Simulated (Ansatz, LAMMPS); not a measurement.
**A faulty run on amorphous Hg33S25Se8 (66 atoms)**

Program: Ansatz 0.2.0. The cell: 33 Hg, 25 S and 8 Se.

input.yaml

```yaml
crystal:
  lattice:
    - [12.034, 0.0, 0.0]
    - [0.0, 12.034, 0.0]
    - [0.0, 0.0, 12.034]
  atoms:
    - { symbol: Hg, position: [0.98032, 0.53875, 0.38389] }
    - { symbol: Hg, position: [0.67744, 0.67329, 0.79565] }
    - { symbol: Hg, position: [0.55489, 0.6429, 0.45716] }
    - { symbol: Hg, position: [0.77004, 0.80949, 0.25405] }
    - { symbol: Hg, position: [0.20123, 0.73593, 0.50891] }
    - { symbol: Hg, position: [0.74083, 0.06024, 0.93331] }
    - { symbol: Hg, position: [0.94893, 0.31751, 0.745] }
    - { symbol: Hg, position: [0.11718, 0.29343, 0.43459] }
    - { symbol: Hg, position: [0.15256, 0.02563, 0.57105] }
    - { symbol: Hg, position: [0.52713, 0.83194, 0.9772] }
    - { symbol: Hg, position: [0.26536, 0.53129, 0.77722] }
    - { symbol: Hg, position: [0.32328, 0.53029, 0.06341] }
    - { symbol: Hg, position: [0.11547, 0.02084, 0.28233] }
    - { symbol: Hg, position: [0.04075, 0.43706, 0.05799] }
    - { symbol: Hg, position: [0.66611, 0.13186, 0.66429] }
    - { symbol: Hg, position: [0.18909, 0.9124, 0.85283] }
    - { symbol: Hg, position: [0.00715, 0.64798, 0.7777] }
    - { symbol: Hg, position: [0.4643, 0.02666, 0.39] }
    [... 42 atom lines left out ...]
    - { symbol: Se, position: [0.7182, 0.33271, 0.76322] }
    - { symbol: Se, position: [0.21055, 0.93034, 0.09987] }
    - { symbol: Se, position: [0.53486, 0.28326, 0.12924] }
    - { symbol: Se, position: [0.42001, 0.39157, 0.9098] }
    - { symbol: Se, position: [0.53162, 0.14447, 0.87617] }
    - { symbol: Se, position: [0.04161, 0.84361, 0.39322] }
kpoints:
  mp_grid: { grid: [1, 1, 1] }
hamiltonian:
  xc: pbe
  pseudopotentials: { kind: paw, core: large }
scf:
  occupations: { method: gaussian, width: 0.025 }
  eigensolver: { kind: { support_functions: { accuracy: medium, radius: 3.77 } } }
  max_iter: 150
output:
  forces: true
  eigenvalues: true
```

On the command line:

```sh
$ ansatz run input.yaml --threads 4 --pin off --max-ram 8192MiB --backend cpu --events-out ev --progress --plain --runs-dir out
```

The log of the run:

```text
Warning: scf.eigensolver.kind.support_functions: disabling space-group detection — the functions' gradient is summed over unrotated k-points, so no spatial operation reduces the k-mesh or symmetrises the density; time reversal is kept, so that k and −k are solved as one point where they differ and the mesh holds both, and exact exchange and, on two spinor components, a DFT+U term hold to it where the run has them: [...]
settings of this run that can trade accuracy for cost: scf.eigensolver.kind.support_functions [...]
Engine: ansatz 0.2.0, aarch64-unknown-linux-gnu
Pseudopotentials: kind: paw
Pseudopotential: Hg, paw, valence charge 12, recommended cutoff 420 eV (normal), Hg.paw.azcp#standard-large-core
Pseudopotential: S, paw, valence charge 6, recommended cutoff 420 eV (normal), S.paw.azcp
Pseudopotential: Se, paw, valence charge 6, recommended cutoff 420 eV (normal), Se.paw.azcp#standard-large-core
[... 5 lines on functional and potentials left out ...]
Error: SCF: the radius of support functions is under 4.21 Å, the least for these sites at the functions' level (scf.eigensolver.kind.support_functions.accuracy). Use scf.eigensolver.kind: auto, or type scf.eigensolver.kind.support_functions.radius at least as long, [...]
```

Run time: 2.1 s. Hardware: 4 threads of Arm Neoverse V1, shared host; peak memory 0.33 GiB.

What is at fault here, and what would mend it?

A radius under the least that the level allows: support_functions.radius = 3.77.

The fix is to use a longer radius.

The run ended with an error.

[Logs are printed without paths, hosts, clocks, repeated set-up lines and the standing remarks that a program may print on its own settings, such as how far it seeks lower states.]

[Hosts, paths, dates, database ids (printed as entryN), source tags and the programs' standing remarks are cut or masked in the printed files.]
